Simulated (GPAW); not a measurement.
# PbO (Litharge): optical spectrum from first principles

Aim: the dielectric function of PbO (Litharge), and the optical constants that follow from it. The cell comes from an older database entry, whose edges can differ from later determinations, mostly by under a per cent.

Program: GPAW 26.7.0. Level of theory: DFT, PBE, plane-wave PAW (GPAW data sets), scalar-relativistic, RPA, optical limit. Results are calculated unless marked as measured.

Most raw output is cut from this account.

The database entry behind the starting cell differs from later determinations by our own check (an axis about 0.4 % long against later determinations), so it need not match the best structure at ambient conditions.

## (1) The starting structure

The structure is tetragonal, space group P4/nmm (No. 129). Conventional cell: a = 3.990 Å, b = 3.990 Å, c = 5.010 Å, α = 90.00°, β = 90.00°, γ = 90.00°. Nearest to Pb lie 4 O at 2.33 Å. Nearest to O lie 4 Pb at 2.33 Å. Farther neighbours and most contacts between anions are not listed.

## (2) Ground state

The self-consistent density comes first; it also tells whether there is a gap, which decides the occupations and the need for a Drude term.

This step: DFT, PBE, plane-wave PAW (GPAW data sets), scalar-relativistic, ground state (GPAW 26.7.0).

gs.py

```python
from ase import Atoms
from ase.dft.bandgap import bandgap
from gpaw import GPAW, PW, FermiDirac

atoms = Atoms(['Pb', 'Pb', 'O', 'O'],
              cell=[[3.990000000000, 0.000000000000, 0.000000000000],
                    [0.000000000000, 3.990000000000, 0.000000000000],
                    [0.000000000000, 0.000000000000, 5.010000000000]],
              scaled_positions=[[0.500000000000, 0.000000000000, 0.760000000000],
                                [0.000000000000, 0.500000000000, 0.240000000000],
                                [0.500000000000, 0.500000000000, 0.000000000000],
                                [0.000000000000, 0.000000000000, 0.000000000000]],
              pbc=[True, True, True])
atoms.calc = GPAW(mode=PW(500), xc='PBE', kpts={'size': (6, 6, 5), 'gamma': True},
                  occupations=FermiDirac(0.05), maxiter=150, txt='gs.txt')
print('energy (eV)', atoms.get_potential_energy())
print('Fermi level (eV)', atoms.calc.get_fermi_level())
print('valence electrons', atoms.calc.get_number_of_electrons())
print('gap (eV)', bandgap(atoms.calc, output=None)[0])
print('direct gap (eV)', bandgap(atoms.calc, direct=True, output=None)[0])
atoms.calc.write('gs.gpw')
```

The run is started by

```sh
> OMP_NUM_THREADS=1 python gs.py
```

It took 55 s on 1 thread of Arm Neoverse N1, shared host; peak memory 0.18 GiB.

Numbers from this step:

```
energy                 : -21.57 eV
Fermi energy           : 6.213 eV
gap on the k-mesh      : 1.127 eV
direct gap on the mesh : 2.117 eV
electrons              : 40
```

There is a gap, 1.13 eV on this mesh (points off the mesh can give less), so no carriers' term is needed.

## (3) Bands for the response

At the fixed density, many empty bands are solved on the mesh of the response, since the spectrum sums over them.

This step: DFT, PBE, plane-wave PAW (GPAW data sets), scalar-relativistic, bands at fixed density (GPAW 26.7.0).

nscf.py

```python
from ase.dft.bandgap import bandgap
from gpaw import GPAW, FermiDirac

calc = GPAW('gs.gpw').fixed_density(kpts={'size': (8, 8, 6), 'gamma': True}, nbands=84, convergence={'bands': 78},
                                    occupations=FermiDirac(0.001), txt='nscf.txt')
print('gap (eV)', bandgap(calc, output=None)[0])
print('direct gap (eV)', bandgap(calc, direct=True, output=None)[0])
print('top band over the Fermi level (eV)', min(calc.get_eigenvalues(kpt=k)[77] for k in range(len(calc.get_ibz_k_points()))) - calc.get_fermi_level())
calc.write('full.gpw', mode='all')
```

The run is started by

```sh
> OMP_NUM_THREADS=1 python nscf.py
```

Wall time 10 min (1 thread); peak memory 0.35 GiB.

This step gave:

```
gap on the k-mesh : 1.126 eV
```

## (4) Dielectric function, RPA

Transitions between filled and empty bands, summed over the zone, give the optical response, so mesh, band count and broadening shape it.

The induced potential is part of this response.

This step: DFT, PBE, plane-wave PAW (GPAW data sets), scalar-relativistic, RPA, optical limit (GPAW 26.7.0).

df.py

```python
from gpaw.response.df import DielectricFunction

df = DielectricFunction('full.gpw', frequencies={'type': 'nonlinear', 'domega0': 0.03, 'omega2': 8},
                        ecut=50,
                        eta=0.15,
                        nbands=78,
                        txt='df.txt')
for direction in ['x', 'z']:
    df.get_dielectric_function(xc='RPA', direction=direction, filename=f'df_{direction}.csv')
```

The run is started by

```sh
> OMP_NUM_THREADS=1 python df.py
```

Elapsed: 84 s, on 1 thread; peak memory 0.32 GiB.

Read-outs, printed or worked out from the files:

```
electronic dielectric constant ε∞, mean over x, y and z (by symmetry where fewer were run) : 6.338
main peak of Im epsilon, first axis                                                        : 4.005 eV
```

Some rows of df_x.csv (energy; Re and Im without local fields; Re and Im with them):

```text
0.000000, 7.193369, -0.000000, 6.530570, -0.000000
0.429336, 7.250316, 0.040618, 6.579997, 0.035250
0.878195, 7.442541, 0.091114, 6.746795, 0.079057
1.347938, 7.835211, 0.169460, 7.087587, 0.147255
1.840057, 8.610582, 0.366608, 7.763439, 0.324814
2.356191, 9.840278, 0.916546, 8.777635, 0.815713
2.898142, 11.844161, 2.937153, 10.348798, 2.454120
3.467895, 12.422159, 9.637509, 11.365395, 7.294726
4.067647, 4.075678, 11.950735, 4.622878, 10.812654
4.699832, -0.562298, 9.486483, 0.433250, 9.397070
5.367152, 1.201168, 5.762872, 1.192384, 5.475645
6.072622, 0.852343, 5.811982, 0.759382, 5.286596
6.819608, -1.446836, 5.588546, -1.123502, 5.310859
7.611886, -0.902256, 2.847139, -0.892515, 2.655042
8.453705, 0.006286, 2.710752, 0.033701, 2.348718
9.349861, 0.072184, 2.314916, 0.153408, 1.937553
10.305790, -0.569434, 2.468427, -0.109547, 2.255866
11.327680, -0.543586, 1.290691, -0.458024, 1.349457
12.422601, 0.274392, 1.000887, 0.284505, 0.890955
13.598673, 0.706272, 1.167820, 0.726938, 0.952261
```

Values under the direct gap are tails of Lorentzian lines. Im ε against photon energy; read off at these points:

```tsv
photon energy (eV)	E ∥ x	E ∥ z
0.00	0	0
0.50	0.0415	0.0361
1.00	0.0936	0.0807
1.50	0.181	0.151
2.00	0.518	0.316
2.50	1.20	0.971
3.00	3.20	2.82
3.50	7.76	5.10
4.00	11.0	9.08
4.50	10.3	12.4
4.56	10.4	12.3
5.00	6.07	7.22
5.50	5.99	4.96
6.00	5.26	3.94
6.50	5.45	3.35
7.00	4.33	4.58
7.50	3.01	3.89
8.00	2.38	2.24
8.50	2.37	1.63
9.00	2.21	1.37
9.50	1.98	1.34
10.00	2.23	1.35
10.50	2.11	1.83
11.00	1.76	1.69
11.50	1.16	1.41
12.00	0.878	1.03
12.50	0.915	0.888
13.00	0.790	0.714
13.50	0.852	0.546
```

Table of Re ε by photon energy:

```tsv
photon energy (eV)	E ∥ x	E ∥ z
0.0	6.53	5.95
0.5	6.60	6.01
1.0	6.82	6.20
1.5	7.25	6.57
2.0	8.08	7.27
2.5	9.20	8.36
3.0	10.8	9.43
3.5	11.1	9.29
4.0	5.74	8.34
4.5	3.22	3.33
5.0	0.196	-1.85
5.5	1.16	0.274
6.0	0.940	-0.413
6.5	0.392	0.860
7.0	-1.42	0.555
7.5	-1.13	-0.819
8.0	-0.404	-1.30
8.5	0.0305	-0.526
9.0	-0.134	-0.00799
9.5	0.285	0.182
10.0	0.250	0.557
10.5	-0.196	0.613
11.0	-0.521	-0.0789
11.5	-0.342	-0.0492
12.0	-0.0884	-0.00801
12.5	0.263	0.0229
13.0	0.434	0.283
13.5	0.749	0.393
```

Values under the direct gap are tails of Lorentzian lines. Im ε, E ∥ x against photon energy; read off at these points:

```tsv
photon energy (eV)	without local fields	with local fields
0.00	0	0
0.50	0.0478	0.0415
1.00	0.108	0.0936
1.50	0.208	0.181
2.00	0.570	0.518
2.50	1.35	1.20
3.00	3.87	3.20
3.50	10.1	7.76
4.00	12.4	11.0
4.50	11.4	10.3
5.00	6.12	6.07
5.50	6.29	5.99
6.00	5.76	5.26
6.50	6.01	5.45
6.66	6.23	5.74
7.00	4.52	4.33
7.50	3.19	3.01
8.00	2.65	2.38
8.50	2.73	2.37
9.00	2.55	2.21
9.50	2.37	1.98
10.00	2.76	2.23
10.50	2.24	2.11
11.00	1.66	1.76
11.50	1.14	1.16
12.00	0.940	0.878
12.50	1.03	0.915
13.00	0.899	0.790
13.50	1.05	0.852
```

Table of reflectivity at normal incidence by photon energy; read off at these points:

```tsv
photon energy (eV)	E ∥ x (%)	E ∥ z (%)
0.000	19.1	17.5
0.250	19.2	17.6
0.500	19.3	17.7
0.750	19.6	17.9
1.000	19.9	18.2
1.250	20.4	18.7
1.500	21.0	19.3
1.750	21.9	20.0
2.000	23.0	21.1
2.250	23.9	22.5
2.500	25.7	23.8
2.750	27.5	25.8
3.000	29.7	27.2
3.250	31.4	28.6
3.500	34.9	29.6
3.750	36.6	31.3
4.000	38.0	34.9
4.250	34.5	36.2
4.500	38.0	41.7
4.654	40.1	43.8
4.700	40.2	43.6
4.750	40.1	43.3
5.000	33.3	43.3
5.250	29.9	35.2
5.500	30.2	29.7
5.615	31.8	31.7
5.750	29.0	30.7
6.000	28.3	30.1
6.250	28.1	23.0
6.500	30.8	20.6
6.750	35.9	24.2
7.000	37.9	27.2
7.250	33.9	31.9
7.500	34.7	32.9
7.750	28.8	37.0
7.907	26.8	38.4
8.000	26.0	38.2
8.250	22.3	31.3
8.500	21.2	27.5
8.750	21.6	23.7
9.000	22.3	17.9
9.250	19.2	16.3
9.500	16.8	14.6
9.750	17.8	11.6
10.000	18.5	10.1
10.250	21.8	9.73
10.500	22.8	13.0
10.750	23.4	16.5
11.000	27.3	20.0
11.250	27.0	18.1
11.500	25.3	18.7
11.750	22.2	19.6
12.000	19.8	17.3
12.250	12.4	15.2
12.500	11.2	16.6
12.750	10.1	12.9
13.000	7.55	9.89
13.250	5.93	9.73
13.500	4.75	6.79
13.750	6.20	4.97
```

Table of refractive index n and extinction k by photon energy:

```tsv
photon energy (eV)	n, E ∥ x	k, E ∥ x	n, E ∥ z	k, E ∥ z
0.0	2.56	0	2.44	0
0.5	2.57	0.00807	2.45	0.00736
1.0	2.61	0.0179	2.49	0.0162
1.5	2.69	0.0336	2.56	0.0294
2.0	2.84	0.0910	2.70	0.0587
2.5	3.04	0.198	2.90	0.168
3.0	3.32	0.482	3.10	0.454
3.5	3.51	1.10	3.15	0.809
4.0	3.01	1.83	3.21	1.41
4.5	2.64	1.94	2.84	2.18
5.0	1.77	1.71	1.67	2.16
5.5	1.90	1.57	1.62	1.53
6.0	1.77	1.48	1.33	1.48
6.5	1.71	1.59	1.47	1.14
7.0	1.25	1.73	1.61	1.42
7.5	1.02	1.47	1.26	1.55
8.0	1.00	1.19	0.803	1.39
8.5	1.10	1.08	0.772	1.06
9.0	1.02	1.08	0.825	0.830
9.5	1.07	0.925	0.876	0.765
10.0	1.12	0.999	1.00	0.671
10.5	0.980	1.08	1.13	0.813
11.0	0.811	1.09	0.897	0.940
11.5	0.657	0.880	0.824	0.853
12.0	0.630	0.697	0.713	0.719
12.5	0.779	0.587	0.675	0.658
13.0	0.817	0.483	0.725	0.492
13.5	0.970	0.439	0.730	0.374
```

Optical constants at common wavelengths, from n + ik = √ε:

```tsv
wavelength (nm)	n x	k x	R (%) x	1/α x	n z	k z	R (%) z	1/α z
1064	2.63	0.022	20.2	3.8 µm	2.51	0.020	18.5	4.3 µm
800	2.70	0.036	21.2	1.8 µm	2.57	0.031	19.4	2.0 µm
450	3.17	0.322	27.5	111 nm	3.02	0.341	25.8	105 nm
405	3.33	0.560	30.2	58 nm	3.15	0.511	27.9	63 nm
365	3.51	0.884	33.5	33 nm	3.08	0.737	28.4	39 nm
308	2.96	1.858	38.1	13 nm	3.19	1.455	35.1	17 nm
193	1.74	1.574	30.3	9.8 nm	1.42	1.163	21.2	13 nm
```

Below the direct gap, k and the depth come from the tails of the Lorentzian lines, not from transitions.

At 1064 nm the birefringence n(z) − n(x) is -0.123: the crystal is uniaxial negative at this level.

## (5) What came out

- electronic dielectric constant ε∞, mean over x, y and z (by symmetry where fewer were run) (RPA): 6.34
- main peak of Im epsilon, first axis: 4.01 eV

**Reading.** At this level (PBE, RPA) PbO has a mean ε∞ = 6.34 and n = 2.59 at 1550 nm (E ∥ x), and Im ε peaks at 4.0 eV (E ∥ x). On the mesh the gap is 1.13 eV and the least direct gap 2.12 eV, so on this mesh the band edges lie at different points. Local fields change the static value along x from 7.19 to 6.53 (-9 %). Distinct maxima of Im ε, read by a parabola through the highest points, lie at 4.01 eV (11), 4.55 eV (10), 5.54 eV (6.1) and 6.69 eV (5.8) for E ∥ x. The static values by axis are 6.53 (x), 5.95 (z). At 1064 nm the birefringence n(z) − n(x) is -0.123: the crystal is uniaxial negative at this level. Excitons and phonon-assisted transitions are missing; PBE gaps are as a rule too small, which pulls the onset down and ε∞ up, while the missing spin-orbit coupling works the other way with such heavy atoms. Spin-orbit coupling is left out although heavy atoms are present. The sum runs over mesh points, so small or evenly spaced maxima can still be ripples of the mesh. In this version of GPAW the matrix elements of the optical limit are incomplete, which can lower ε − 1 by up to a tenth where first-row anions or d states rule, and shift it by more in d metals.

[Machine, clock and banner lines and Python warnings are left out of the logs.]

[Logs are printed without paths, hosts, clocks, repeated set-up lines and the standing remarks that a program may print on its own settings, such as how far it seeks lower states.]

[Hosts, paths, dates, database ids (printed as entryN), source tags and the programs' standing remarks are cut or masked in the printed files.]
